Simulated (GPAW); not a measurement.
Entries from a set of simulations; values are calculated unless marked as measured.

```cif
data_linbo3
_symmetry_space_group_name_H-M 'R3c:H'
_symmetry_Int_Tables_number 161
_cell_length_a 5.1516
_cell_length_b 5.1516
_cell_length_c 13.8690
_cell_angle_alpha 90.000
_cell_angle_beta 90.000
_cell_angle_gamma 120.000
_cell_volume 318.76
loop_
_atom_site_label
_atom_site_type_symbol
_atom_site_symmetry_multiplicity
_atom_site_Wyckoff_symbol
_atom_site_fract_x
_atom_site_fract_y
_atom_site_fract_z
_atom_site_occupancy
Li1 Li 6 a 0.66667 0.33333 0.05183 1
Nb1 Nb 6 a 0.66667 0.33333 0.33328 1
O1 O 18 b 0.01050 0.38222 0.26991 1
_calc_subject 'A GW chain in GPAW: LiNbO3 (R3c)'
_calc_method 'DFT, PBE, plane waves, PAW (and 1 further level or step)'
_calc_program 'GPAW 26.7.0'
_calc_settings_of_one_run 'cutoff 600 eV, GPAW PAW setups 1.2.1 data release, 4×4×4 k-mesh, nbands 251'
_calc_cost '3 runs, 5.3 min in all on 4 MPI ranks of Intel Xeon Platinum 8488C (Sapphire Rapids), shared host (the runs of this entry)'
_calc_notes 'The cell and positions come from the Crystallography Open Database and are kept as given unless a step says otherwise. Limits: no spin-orbit coupling. Bands and cutoff are finite, so the gap is not at the basis limit. The miss can reach some tenths of an eV and take either sign; the mesh is an error of its own.'
_calc_pbe_gap '3.58 eV, indirect (only 13 meV under the direct gap)'
_calc_g0w0_gap_on_the_mesh '5.57 eV'
_calc_gw_settings '4×4×4 mesh, 112 bands, screening to 60 eV, Godby-Needs plasmon pole'
_calc_known_limits 'not at the basis limit; no spin-orbit coupling'
```

[Paths, hosts, dates, memory and timing lines, banners, echoed tables and standing remarks are left out of the program output.]

[Logs are printed without paths, hosts, clocks, repeated set-up lines and the standing remarks that a program may print on its own settings, such as how far it seeks lower states.]

[Runs of the session that timed out or met a known fault of the program may be left out.]

[Hosts, paths, dates, database ids (printed as entryN), source tags and the programs' standing remarks are cut or masked in the printed files.]
